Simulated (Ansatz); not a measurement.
# SrLiH3 (Pm-3m): following an unstable mode, part 2 of 2

Wanted: the energy along a soft mode of SrLiH3 (Pm-3m) and the structure at the end.

Ansatz 0.2.0; DFT PBEsol, scalar-relativistic, plane waves, PAW.

So far. Step 5 (Energy along the mode, all amplitudes (two of the runs …): The lowest of the steps tried is the last one, at 0.6 Å, 69.6 meV/atom below the parent; the bottom of the well need not coincide with a step. Step 7 (The new phase in its own primitive cell): The largest force component left is 0.040 meV/Å and the pressure is 0.001 GPa, within the tolerances set. The cell now holds 15.16 Å³/atom. The relaxed cell has a, b, c = 5.943, 8.857, 5.762 Å (conventional setting).

## (8) Modes of the new phase

A relaxed structure may still be a saddle point, so its zone-centre modes are computed. The response to a homogeneous field gives the Born charges and the dielectric tensor.

Input file input.yaml:

```yaml
crystal:
  lattice:
    - [-2.9714823451, 4.4286296227, 2.8807883586]
    - [2.9714823451, -4.4286296227, 2.8807883586]
    - [2.9714823451, 4.4286296227, -2.8807883586]
  atoms:
    - { symbol: Li, position: [0.6623897384, 0.9123897384, 0.75] }
    - { symbol: Li, position: [0.3376102616, 0.0876102616, 0.25] }
    - { symbol: Sr, position: [0.0, 0.5, 0.5] }
    - { symbol: Sr, position: [0.5, 0.5, 0.0] }
    - { symbol: H, position: [0.3688057508, 0.0, 0.8688057508] }
    - { symbol: H, position: [0.6311942492, 0.0, 0.1311942492] }
    - { symbol: H, position: [0.6311942492, 0.5, 0.6311942492] }
    - { symbol: H, position: [0.3688057508, 0.5, 0.3688057508] }
    - { symbol: H, position: [0.0059662034, 0.7559662034, 0.25] }
    - { symbol: H, position: [0.9940337966, 0.2440337966, 0.75] }
kpoints:
  mp_grid: { grid: [6, 6, 6] }
hamiltonian:
  xc: pbesol
scf:
  occupations: { method: fixed }
output:
  eigenvalues: true
phonons:
  method: dfpt
  dielectric: true
  rigid_motions: translations
```

Launch:

```
$ ansatz run input.yaml --threads 4 --pin off --max-ram 7168MiB --backend cpu --events-out ev --progress --plain --runs-dir out
```

Wall time 3.2 min (4 threads of AMD EPYC 9R45, shared host); peak memory 2 GiB.

Numbers from this step:

```
sum-rule residual before enforcement                    : 3.58e-4 eV/Å²
miss of the charge sum rule                             : 0.005463 e
estimated error of the dielectric tensor                : 0.01417
estimated error of the Born charges                     : 0.01350 e
point group                                             : mmm
highest optical mode at the zone centre (no LO-TO term) : 1205 cm⁻¹
lowest optical zone-centre mode                         : -254.1 cm⁻¹
mean high-frequency dielectric constant                 : 3.950
largest Born charge (third of the trace)                : 2.145 e
top of the zone-centre spectrum with the field          : 1226 cm⁻¹
```

Without the LO-TO term. Patterns of degenerate modes are one choice out of their space. Modes at Γ, with each element's share of the kinetic energy (negative means imaginary):

```
mode  frequency (cm⁻¹)  symmetry  Li %  Sr %  H %
   1            -254.1       B3u     7     1   92
   2            -244.1       B1g     0     0  100
   3               0.0  acoustic     7    90    3
   4               0.0  acoustic     7    90    3
   5               0.0  acoustic     7    90    3
   6              27.4       B1u     6    92    2
   7              68.5       B2u     9    85    6
   8             100.4       B3u    59     6   35
   9             114.8        Au     0    98    2
  10             219.8       B3g    94     0    6
  11             222.1       B2g    99     0    1
  12             285.6       B2u    69    23    8
  13             293.0       B1u    75    17    8
  14             293.5       B3u    27     3   70
  15             295.6        Ag    93     0    7
  16             436.1       B3g     1     0   99
  17             490.2       B2u    15     2   83
  18             536.8        Au     0     2   98
  19             565.3       B1u     9     0   91
  20             616.4       B2u     0     1   99
  21             670.6       B3g     5     0   95
  22             673.3       B2g     1     0   99
  23             759.2        Ag     7     0   93
  24             808.3       B1u     3     0   97
  25             957.5       B2g     0     0  100
  26             987.8        Ag     0     0  100
  27            1097.9       B3u     0     1   99
  28            1102.8       B1g     0     0  100
  29            1144.1       B1u     0     1   99
  30            1204.9       B3g     0     0  100
```

Displacements in mode 1 (-254.1 cm⁻¹), the largest set to 1:
```
Li1 -0.15  0.00  0.00
Li2 -0.15  0.00  0.00
Sr3 -0.01  0.00  0.00
Sr4 -0.01  0.00  0.00
H5   0.50  0.00 -0.48
H6   0.50  0.00 -0.48
H7   0.50  0.00  0.48
H8   0.50  0.00  0.48
H9   1.00  0.00  0.00
H10  1.00  0.00  0.00
```

Displacements in mode 11 (222.1 cm⁻¹), the largest set to 1:
```
Li1  1.00  0.00  0.00
Li2 -1.00  0.00  0.00
Sr3  0.00  0.00  0.00
Sr4  0.00  0.00  0.00
H5   0.00  0.05  0.00
H6   0.00 -0.05  0.00
H7   0.00  0.05  0.00
H8   0.00 -0.05  0.00
H9  -0.21  0.00  0.00
H10  0.21  0.00  0.00
```

Optical modes at the zone centre, without and with the macroscopic field of the longitudinal modes; each column is sorted by frequency, so a row need not hold one and the same mode. Modes with and without the field, by row:

```
rank among optical modes  no field (cm⁻¹)  q along (1, 0, 0) (cm⁻¹)  q along (0, 1, 0) (cm⁻¹)  q along (0, 0, 1) (cm⁻¹)
                       1           -254.1                    -244.1                    -254.1                    -254.1
                       2           -244.1                      27.4                    -244.1                    -244.1
                       3             27.4                      68.5                      27.4                      52.7
                       4             68.5                      99.2                     100.4                      68.5
                       5            100.4                     114.8                     110.2                     100.4
                       6            114.8                     219.8                     114.8                     114.8
                       7            219.8                     222.1                     219.8                     219.8
                       8            222.1                     285.6                     222.1                     222.1
                       9            285.6                     287.4                     292.6                     285.6
                      10              293                       293                       293                     293.5
                      11            293.5                     295.6                     293.5                     295.6
                      12            295.6                     436.1                     295.6                     297.4
                      13            436.1                     490.2                     436.1                     436.1
                      14            490.2                     536.8                     536.8                     490.2
                      15            536.8                     549.6                     565.3                     536.8
                      16            565.3                     565.3                     612.2                     616.4
                      17            616.4                     616.4                     670.6                     670.6
                      18            670.6                     670.6                     673.3                     673.3
                      19            673.3                     673.3                     759.2                     684.5
                      20            759.2                     759.2                     808.3                     759.2
                      21            808.3                     808.3                     872.7                     901.5
                      22            957.5                     957.5                     957.5                     957.5
                      23            987.8                     987.8                     987.8                     987.8
                      24             1098                      1103                      1098                      1098
                      25             1103                      1144                      1103                      1103
                      26             1144                      1199                      1144                      1205
                      27             1205                      1205                      1205                      1226
```

Born charge (rows field, columns displacement) (e), principal values of the symmetric part by kind of site:

```
atom  atoms with these values    low  middle   high   mean
 Li1                        2   0.77    0.84   1.15   0.92
 Sr3                        2   1.97    2.14   2.33   2.14
  H5                        4  -1.15   -0.97  -0.90  -1.01
  H9                        2  -1.12   -1.03  -1.00  -1.05
```

In full for Sr3:

```
 2.14  0.00  0.00
 0.00  2.31 -0.09
 0.00 -0.07  1.99
```

High-frequency dielectric tensor:

```
4.19 0.00 0.00
0.00 4.04 0.00
0.00 0.00 3.62
```

Transverse modes; imaginary modes are left out. Infrared lines, with heights relative to the strongest:

```
position (cm⁻¹)  relative intensity
             27                 0.8
             68                 5.2
            100                 0.2
            115                 0.0
            220                 0.0
            222                 0.0
            286                 3.2
            293                 1.2
            294                 1.3
            296                 0.0
            436                 0.0
            490                 100
            537                 0.0
            565                  49
            616                 2.9
            671                 0.0
            673                 0.0
            759                 0.0
            808                  21
            958                 0.0
            988                 0.0
           1098                  36
           1103                 0.0
           1144                  23
           1205                 0.0
```

Before it was imposed, the acoustic sum rule was missed by 3.6e-4 eV/Å² and the charge sum rule by 0.0055 e. Small misses are needed for a sound result but don't prove that mesh and cutoff are converged. The lowest optical mode is imaginary, 254.1i cm⁻¹, so the energy falls along it.

## (9) Outcome

```json
{
  "unstable mode of the parent": "q = (-0.5, -0.5, -0.5), 560i cm⁻¹",
  "depth at the lowest point sampled": "69.6 meV/atom",
  "largest atomic shift at that point": "0.6 Å",
  "space group reached (within 0.01 Å)": "Imma",
  "energy gained over the parent (first relaxation, on the mesh of the frozen mode)": "264 meV/atom",
  "volume per atom, phase reached": "15.2 Å³",
  "gap on the k-mesh, phase reached": "1.56 eV",
  "lowest optical zone-centre mode, phase reached": "-254 cm⁻¹",
  "highest optical mode at the zone centre (no LO-TO term), phase reached": "1205 cm⁻¹"
}
```

**Reading.** Along this mode the structure falls into Imma, 264 meV/atom below the parent. At the parent's cell the well is 69.56 meV/atom deep on the steps tried, with its lowest point at a shift of 0.6 Å. That is the last step tried, so the steps alone don't bracket the bottom of the well. Relaxing atoms and cell changes the gain by +194.67 meV/atom against the lowest step (energies at zero smearing). Most of the total comes from this relaxation. The new phase still has an imaginary mode at the zone centre of its cell, so it is a saddle point on the way to a lower structure. Of the 4 patterns followed to their end from this parent, this one ends 47.6 meV/atom above the lowest, R-3c. Each path keeps the symmetry of its pattern, so a lower phase may lie along a pattern not tried.

[Logs are printed without paths, hosts, clocks, repeated set-up lines and the standing remarks that a program may print on its own settings, such as how far it seeks lower states.]

[Hosts, paths, dates, database ids (printed as entryN), source tags and the programs' standing remarks are cut or masked in the printed files.]
